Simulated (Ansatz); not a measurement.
# Zn8Se5S3 (Se on 62 % of the S sites, one arrangement): which shell does photoemission see at 21.2 and 40.8 eV? (LDA, PAW set soft_1)

The valence band of Zn8Se5S3 (Se on 62 % of the S sites, one arrangement) mixes several shells. Work out by hand which one leads the spectrum's area at each photon energy.

Filled states come from the projected DOS of Ansatz 0.2.0 (LDA, plane waves); cross sections σ and asymmetry parameters β are those of free atoms in a Dirac–Hartree–Slater calculation. A shell's area is states × σ × angular factor, which is 1 + β·P₂(cos θ) for linear light, with θ = 10° from the polarisation and P₂ = 0.955.

**At 21.2 eV** (states counted from 11.2 eV below the zero; other shells add 0.74 to the products' sum of 223):

```
shell  filled states a cell  cross section (Mb an electron)     β  angular factor  product  share by hand (%)  share in the simulated spectrum (%)
Zn 3d                 79.21                           0.394  0.01            1.01     31.6                 14                                   14
 S 3p                 15.56                            1.08  1.85            2.77     46.5                 21                                   21
Se 4p                 25.77                            2.04  1.83            2.75      145                 65                                   65
```

**At 40.8 eV** (states counted from 15.1 eV below the zero; other shells add 6.3 to the products' sum of 71.8):

| shell | filled states a cell | cross section (Mb an electron) | β | angular factor | product | share by hand (%) | share in the simulated spectrum (%) |
| --- | --- | --- | --- | --- | --- | --- | --- |
| Zn 3d | 79.86 | 0.759 | -0.10 | 0.90 | 54.5 | 76 | 76 |
| S 3p | 15.59 | 0.136 | 0.09 | 1.09 | 2.31 | 3 | 3 |
| Se 4p | 25.82 | 0.145 | 1.37 | 2.31 | 8.63 | 12 | 12 |

Se 4p leads at 21.2 eV and Zn 3d at 40.8 eV. Between the two energies σ of Se 4p changes by a factor 0.071 and that of Zn 3d by 1.9, so their ratio moves 27-fold in favour of the second. The simulated spectrum uses the same rule on the energy-resolved DOS, so the two share columns agree within a few points.

Only crystals where the two columns agree within 4 points and the lead is clear are worked in this form. Free-atom cross sections ignore the solid's final states, no escape depth or background enters, and the count of states a shell hangs on the projection.

[Logs are printed without paths, hosts, clocks, repeated set-up lines and the standing remarks that a program may print on its own settings, such as how far it seeks lower states.]
